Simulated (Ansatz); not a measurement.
## Fe(100) film, 1 layer, flat: channels in plane against thickness

How does quantum confinement change the conductance of Fe(100) film, 1 layer, flat and thicker films?

Program: Ansatz 0.2.0. Level of theory: Ansatz plane-wave DFT, PBE, PAW files, collinear spin; ballistic transport by layer matching (Landauer), zero bias. Results are calculated unless marked as measured.

### Step 1. The starting structure

The cell holds 1 atom: 1 Fe. Cell: a = 11.000 Å, b = 2.866 Å, c = 2.866 Å, α = 90.0°, β = 90.0°, γ = 90.0°. It derives from Fe. Vacuum lies along a. The structure's axis is c.

### Step 2. With 1 layer

Vacuum lies along the first vector, which takes one k-point, and the current runs in the film's plane. One period is a perfect wire, so its channels are the result. Energies from -0.27 to 0.27 eV in steps of 0.036 eV cover the slope of the Fermi function at 300 K, so the program can form a conductance.

The input, input.yaml:

```yaml
crystal:
  lattice:
    - [11.0, 0.0, 0.0]
    - [0.0, 2.8665, 0.0]
    - [0.0, 0.0, 2.8665]
  atoms:
    - { symbol: Fe, position: [0.4090909091, 0.0, 0.0], spin: 3.0 }
magnetization:
  spin_polarized: true
kpoints:
  mp_grid: { grid: [1, 14, 14] }
hamiltonian:
  xc: pbe
scf:
  occupations: { method: fermi_dirac, width: 0.1 }
output:
  transmission:
    leads: [[0, 0]]
    kmesh: [1, 42]
    e_range: [-0.27, 0.27]
    de: 0.036
```

Run with:

```console
ansatz run input.yaml --threads 4 --pin off --max-ram 8192MiB --backend cpu --events-out ev --progress --plain --runs-dir out
```

Numbers of over 12 decimals in the logs are rounded to 6 here.

Output:

```text
Engine: ansatz 0.2.0, x86_64-unknown-linux-gnu
Pseudopotentials: kind: paw
Pseudopotential: Fe, paw, valence charge 16, recommended cutoff 420 eV (normal), Fe.paw.azcp
Functional definition: PBE
  parameter kappa = 0.804
  parameter beta = 0.066725
  exchange = pbe_x(kappa = kappa, mu = beta*pi^2/3)
  correlation = pbe_c(beta = beta)
Crystal: 1 atoms, lattice volume = 90.385 Å³
Basis set: ecut = 420 eV, 1769 PW (Γ)
Bands: 14, of which v1, the nominal top of the filled ones, is band 8 counted from 1 (7 counted from 0)
Symmetry: 16 space group operations
Space group: P4/mmm (ITA 123), of the structure as read, at distance tolerance 4.5e-5 Å
Magnetic group: BNS 123.339 (UNI 999), of the structure as read, at distance tolerance 4.5e-5 Å
k-points: 36 of 196
Non-local potential: Fe, projectors of the file, l = 0: 3, l = 1: 2, l = 2: 3, l = 3: 1
PAW form: soft (Blöchl's): semilocal exchange-correlation on the pseudo side does not see the compensation charge
PAW one-centre angular grid: Fe, 590 points (default); XC on 64 Gauss nodes
Initial density: superposition of atomic densities (neutral atoms: chi_scale 0, normalization atom)
Starting moments: Σ|m| = 3 μB on 1 of 1 site
Initial wavefunctions: pseudopotential atomic-orbital guess
Functional: x = pbe(κ = 0.804, μ = 0.219515), c = pbe(β = 0.066725)
SCF iter   1: F=—  HF=-4477.410083 eV  |F-HF|=—  |Δ(HF+E_count)|=         —  Δρ=3.28e-2 (↑3.28e-2 ↓2.16e-2)  dr2=5.98e-1  dr2_m=5.29e-1  M=3.409 μB ∫|m|=3.428 μB  β_m=0.30  ethr=3.10e-3  ⟨swp⟩=5.3  Hψ=5144  notcnv=0
Mixer restart at iter 1: flushing history
preconditioner: auto → LDOS  [metal: Δε(μ)=0.014 eV  Ē_g=6.662 eV  σ=0.100 eV  W_gap=0.04  n_scr=6 (ndim 8)  ℏωp=11.0 eV  f_vac=0.616  D(μ)=3.43/eV (n_scr^D=28)]
spin=Collinear: LDOS preconditioning applied to the charge; magnetization (m = ρ↑ − ρ↓) channel mixes plain (no charge-response kernel on spin).
SCF iter   2: F=—  HF=-4477.568865 eV  |F-HF|=—  |Δ(HF+E_count)|=   1.59e-1  Δρ=1.89e-2 (↑1.89e-2 ↓1.82e-2)  dr2=2.34e-1  dr2_m=2.53e-1  M=3.404 μB ∫|m|=3.433 μB  β_m=0.57  ethr=3.10e-3  ⟨swp⟩=2.2  Hψ=1957  notcnv=0  defer=7
SCF iter   3: F=—  HF=-4477.752398 eV  |F-HF|=—  |Δ(HF+E_count)|=   1.84e-1  Δρ=3.86e-3 (↑2.65e-3 ↓3.86e-3)  dr2=2.56e-2  dr2_m=3.60e-3  M=3.331 μB ∫|m|=3.384 μB  β_m=0.62  ethr=1.46e-3  ⟨swp⟩=3.1  Hψ=1983  notcnv=0  defer=7
SCF iter   4: F=—  HF=-4477.778572 eV  |F-HF|=—  |Δ(HF+E_count)|=   2.62e-2  Δρ=1.99e-3 (↑1.75e-3 ↓1.99e-3)  dr2=5.51e-3  dr2_m=1.46e-3  M=3.306 μB ∫|m|=3.373 μB  β_m=0.81  ethr=1.60e-4  ⟨swp⟩=2.3  Hψ=2120  notcnv=0  defer=8
SCF iter   5: F=—  HF=-4477.785502 eV  |F-HF|=—  |Δ(HF+E_count)|=   6.93e-3  Δρ=5.68e-4 (↑3.49e-4 ↓5.68e-4)  dr2=4.14e-4  dr2_m=4.82e-5  M=3.277 μB ∫|m|=3.357 μB  β_m=0.66  ethr=3.45e-5  ⟨swp⟩=2.0  Hψ=1733  notcnv=0  defer=8
SCF iter   6: F=—  HF=-4477.785539 eV  |F-HF|=—  |Δ(HF+E_count)|=   3.70e-5  Δρ=3.11e-4 (↑2.54e-4 ↓3.11e-4)  dr2=1.15e-4  dr2_m=2.61e-5  M=3.277 μB ∫|m|=3.357 μB  β_m=0.83  ethr=2.59e-6  ⟨swp⟩=1.5  Hψ=1136  notcnv=0  defer=8
SCF iter   7: F=—  HF=-4477.785590 eV  |F-HF|=—  |Δ(HF+E_count)|=   5.10e-5  Δρ=5.91e-5 (↑4.91e-5 ↓5.91e-5)  dr2=1.99e-6  dr2_m=1.45e-6  M=3.279 μB ∫|m|=3.359 μB  β_m=0.88  ethr=7.21e-7  ⟨swp⟩=2.2  Hψ=1392  notcnv=0  defer=8
SCF iter   8: F=—  HF=-4477.785592 eV  |F-HF|=—  |Δ(HF+E_count)|=   2.15e-6  Δρ=1.38e-5 (↑1.38e-5 ↓9.20e-6)  dr2=2.45e-7  dr2_m=3.60e-8  M=3.279 μB ∫|m|=3.359 μB  β_m=0.91  ethr=1.25e-8  ⟨swp⟩=2.0  Hψ=1508  notcnv=0  defer=8
SCF iter   9: F=-4477.785592 eV  HF=-4477.785592 eV  |F-HF|=8.03e-9  |Δ(HF+E_count)|=   2.55e-8  Δρ=2.68e-6 (↑1.39e-6 ↓2.68e-6)  dr2=3.73e-9  dr2_m=2.16e-9  M=3.279 μB ∫|m|=3.358 μB  ethr=6.25e-10  ⟨swp⟩=3.1  Hψ=3903  notcnv=0
SCF 1 converged in 9 iterations: F = -4477.785592 eV  dr2 = 3.73e-9
  greatest PAW one-centre occupation: 1.004 electrons in one spin orbital (limit 2), on the Fe atom at site 0 (counted from 0), in its partial waves of l = 1
transmission: 20 of 176 steps passed
transmission: 36 of 176 steps passed
[...]
transmission: 176 of 176 steps passed
SCF converged after 9 iterations
Magnetization: 3.2790 μB (9.6395 up, 6.3605 down)
Absolute magnetization: 3.3585 μB (∫|ρ↑−ρ↓|)
Spin contamination: 0.0665 ħ² per cell (⟨S²⟩ above its minimum at these occupations)
Per-site moments (μB) at R_I (Å): [(3.235910, 1.182431)]
Free energy (F): -4477.785592 eV
Harris-Foulkes:  -4477.785592 eV  (|F-HF|=8.03e-9)
Internal energy: -4477.700186 eV  (E = F + TS)
E sigma→0 (E₀):  -4477.742889 eV
Entropy (-TS):   -0.085406 eV (-85.406 meV/atom)
Fermi energy:    -0.877545 eV
--- Per-component energies (eV) ---
  E_band       = -523.898154
  E_kinetic    = 340.190685
  E_local      = -6637.752990  (includes V_loc(G=0)·N_el)
  E_nonlocal   = 229.914804
  E_hartree    = 2998.470043
  E_xc         = -111.665515
  E_vxc        = -143.281419  (∫ρ·V_xc dr)
  E_paw        = -1372.915015  (= ΣΔE_a)
  E_vpaw       = -309.912606  (= ΣTr[D̂ρ^β])
  E_aug_tail   = 0.000811  (compensation charges beyond the density's cutoff)
  E_ewald      = 76.056990
  E_smearing   = -0.085406  (= −TS)
  E_closure    = 0.000000  (closes the sum)
  Σ components = -4477.785592   (vs F -4477.785592, Δ=0.00e0)
--- Band table (eV; the first three rows and the last of 72) ---
  k-point 0 ↑: bands = [... 4 lower, -5.4161, -3.9571, -3.9521, -3.1120, -3.1120, -2.7932, -0.3617, 2.5317, ... 2 higher]
  k-point 1 ↑: bands = [... 4 lower, -5.3208, -3.9377, -3.9215, -3.1695, -3.1088, -2.8167, -0.2333, 2.6223, ... 2 higher]
  k-point 2 ↑: bands = [... 4 lower, -5.0523, -3.8794, -3.8202, -3.3150, -3.0999, -2.8817, 0.1283, 2.8944, ... 2 higher]
  k-point 35 ↓: bands = [... 4 lower, -1.6099, -0.9900, -0.9900, 0.1672, 0.6916, 3.8554, 3.8554, 7.0564, ... 2 higher]
--- Transmission ---
  basis      : 273 plane waves across, 4 finite elements along
  points     : 22, standing for a mesh of 1 x 42
  filling    : by the input's occupations and mesh, since the crystals that have channels conduct as metals do. If one of these is a semiconductor, that mesh has misplaced its level
  energies   : 16 from -0.270000 to 0.270000 eV about the Fermi level, 0.036000 eV apart; the leads are filled to 0.000000 eV, and channels, transmission and decay are at 0.018000 eV
  crystal 0  : Fe1, at the sites [0, 0], period 2.8665 Å: whole cells are its period
    offset         : up to 0.0000 Å between an atom of the period and one for which it stands
    filled         : 6.9 meV over the level at which it is neutral
    channels       : 8.809524e-1 up, 1.928571e0 down
    conductance    : 3.3571e14 S/m² at 300 K; may be off by some 0.0 % by where its bands' edges are placed, 3.3 % from the k-mesh, 0.6 % from the distance to neutral
    slowest decay  : 0.1113 /Å at (0.0000, 0.4524)
```

Elapsed: 2.8 min, on 4 threads of Intel Xeon Platinum 8375C at 2.90GHz (Ice Lake), shared host; peak memory 0.81 GiB; 10 min of CPU time.

This step gave:

```
free energy                                : -4477.7856 eV
energy at zero smearing                    : -4477.7429 eV
Fermi energy                               : -0.8775 eV
magnetization                              : 3.279 μB
absolute magnetization                     : 3.358 μB
site moments                               : 3.236 μB
cell area                                  : 31.53 Å²
estimated errors of the lead's conductance : 0, 3.3, 0.6 % (band edges, k-mesh, distance from neutral)
lead conductance per cell                  : 1.366 G₀
```

Per spin. Open channels, zone mean against energy, zero at the Fermi level:

```csv
energy (eV),lead up,lead down
-0.270,0.881,1.79
-0.234,0.881,1.83
-0.198,0.881,1.83
-0.162,0.881,2.07
-0.126,0.881,1.69
-0.090,0.881,1.60
-0.054,0.881,1.60
-0.018,0.881,1.74
0.018,0.881,1.93
0.054,0.881,1.93
0.090,0.929,1.83
0.126,0.929,1.83
0.162,0.929,1.69
0.198,0.929,1.86
0.234,0.929,1.81
0.270,0.929,1.86
```

The program's largest error estimate for it is 3.3 %, from the k-mesh.

### Step 3. With 2 layers, thickness 2.866 A

The film grows to 2 layers.

System of this step: Fe(100) film, 2 layers, flat. The cell holds 2 atoms: 2 Fe. Its edges and angles: a = 12.433 Å, b = 2.866 Å, c = 2.866 Å, α = 90.0°, β = 90.0°, γ = 90.0°. It derives from Fe. Vacuum lies along a. The structure's axis is c.

input.yaml, the sections that differ from step 2:

```yaml
crystal:
  lattice:
    - [12.43325, 0.0, 0.0]
    - [0.0, 2.8665, 0.0]
    - [0.0, 0.0, 2.8665]
  atoms:
    - { symbol: Fe, position: [0.3619327207, 0.0, 0.0], spin: 3.0 }
    - { symbol: Fe, position: [0.4772082923, 0.5, 0.5], spin: 3.0 }
# magnetization, kpoints, hamiltonian, scf, output: as in step 2
```

Output:

```text
[...]
Crystal: 2 atoms, lattice volume = 102.162 Å³
Basis set: ecut = 420 eV, 1989 PW (Γ)
Bands: 23, of which v1, the nominal top of the filled ones, is band 16 counted from 1 (15 counted from 0)
Symmetry: 16 space group operations
[...]
k-points: 36 of 196
[...]
Starting moments: Σ|m| = 6 μB on 2 of 2 sites
[...]
--- Transmission ---
  basis      : 309 plane waves across, 4 finite elements along
  points     : 22, standing for a mesh of 1 x 42
[...]
crystal 0  : Fe2, at the sites [0, 0], period 2.8665 Å: whole cells are its period
[...]
filled         : 12.0 meV under the level at which it is neutral
    channels       : 1.619048e0 up, 2.595238e0 down
[...]
[key lines of the parts left out:]
SCF converged after 10 iterations
Magnetization: 6.0224 μB (19.0112 up, 12.9888 down)
Free energy (F): -8958.450310 eV
Fermi energy:    1.314767 eV
```

Wall time 3.8 min (4 threads); peak memory 0.99 GiB.

This step gave:

```yaml
free_energy: -8958.4503 eV
energy_at_zero_smearing: -8958.3980 eV
fermi_energy: 1.315 eV
magnetization: 6.022 μB
absolute_magnetization: 6.283 μB
site_moments: 2.898, 2.898 μB
cell_area: 35.64 Å²
estimated_errors_of_the_lead_s_conductance: 0, 2.3, 1.4 % (band edges, k-mesh, distance from neutral)
lead_conductance_per_cell: 2.044 G₀
```

Per spin. The open channels, zone mean by energy, zero at the Fermi level:

```csv
energy (eV),lead up,lead down
-0.270,1.48,2.60
-0.234,1.52,2.55
-0.198,1.52,2.55
-0.162,1.52,2.55
-0.126,1.52,2.5
-0.090,1.52,2.21
-0.054,1.52,2.17
-0.018,1.57,2.36
0.018,1.62,2.60
0.054,1.62,2.86
0.090,1.62,2.57
0.126,1.62,2.71
0.162,1.62,2.67
0.198,1.67,2.81
0.234,1.67,2.76
0.270,1.67,2.86
```

The lead conductance per cell is 2.04 G₀, 50 % over the 1.37 G₀ of the last finished run.

### Step 4. With 3 layers, thickness 4.3 A

The film grows to 3 layers.

System of this step: Fe(100) film, 3 layers, flat. The cell holds 3 atoms: 3 Fe. Cell: a = 13.867 Å, b = 2.866 Å, c = 2.866 Å, α = 90.0°, β = 90.0°, γ = 90.0°. It derives from Fe. Vacuum lies along a. The structure's axis is c.

input.yaml, the sections that differ from step 3:

```yaml
crystal:
  lattice:
    - [13.8665, 0.0, 0.0]
    - [0.0, 2.8665, 0.0]
    - [0.0, 0.0, 2.8665]
  atoms:
    - { symbol: Fe, position: [0.3245231313, 0.0, 0.0], spin: 3.0 }
    - { symbol: Fe, position: [0.4278837486, 0.5, 0.5], spin: 3.0 }
    - { symbol: Fe, position: [0.5312443659, 0.0, 0.0], spin: 3.0 }
# magnetization, kpoints, hamiltonian, scf, output: as in step 3
```

Output:

```text
[...]
Crystal: 3 atoms, lattice volume = 113.939 Å³
Basis set: ecut = 420 eV, 2235 PW (Γ)
Bands: 35, of which v1, the nominal top of the filled ones, is band 24 counted from 1 (23 counted from 0)
Symmetry: 16 space group operations
[...]
k-points: 36 of 196
[...]
Starting moments: Σ|m| = 9 μB on 3 of 3 sites
[...]
--- Transmission ---
  basis      : 347 plane waves across, 4 finite elements along
  points     : 22, standing for a mesh of 1 x 42
[...]
crystal 0  : Fe3, at the sites [0, 0], period 2.8665 Å: whole cells are its period
[...]
filled         : 14.7 meV under the level at which it is neutral
    channels       : 1.714286e0 up, 2.714286e0 down
[...]
[key lines of the parts left out:]
SCF converged after 11 iterations
Magnetization: 8.4972 μB (28.2486 up, 19.7514 down)
Free energy (F): -13438.905781 eV
Fermi energy:    3.184056 eV
```

It took 7.4 min on 4 threads; peak memory 1.2 GiB.

This step gave:

```
free energy                                : -13438.9058 eV
energy at zero smearing                    : -13438.8437 eV
Fermi energy                               : 3.184 eV
magnetization                              : 8.497 μB
absolute magnetization                     : 8.808 μB
site moments                               : 2.954, 2.395, 2.954 μB
cell area                                  : 39.75 Å²
estimated errors of the lead's conductance : 0, 5, 1.4 % (band edges, k-mesh, distance from neutral)
lead conductance per cell                  : 2.151 G₀
```

Per spin. Table of open channels, zone mean by energy, zero at the Fermi level:

```csv
energy (eV),lead up,lead down
-0.270,1.81,2.14
-0.234,1.81,2.33
-0.198,1.76,2.52
-0.162,1.76,2.10
-0.126,1.81,2.19
-0.090,1.76,2
-0.054,1.76,2.24
-0.018,1.71,2.43
0.018,1.71,2.71
0.054,1.71,2.86
0.090,1.76,2.71
0.126,1.79,2.52
0.162,1.98,2.33
0.198,2.07,2.21
0.234,2.07,1.90
0.270,2.17,1.95
```

The lead conductance per cell is 2.15 G₀, 5.2 % over the 2.04 G₀ of the last finished run, no more than the error estimates, leads' steps apart, of 2.3 and 5 % together.

[end of part 1 of 2]

[Logs are printed without paths, hosts, clocks, repeated set-up lines and the standing remarks that a program may print on its own settings, such as how far it seeks lower states.]

[Hosts, paths, dates, database ids (printed as entryN), source tags and the programs' standing remarks are cut or masked in the printed files.]
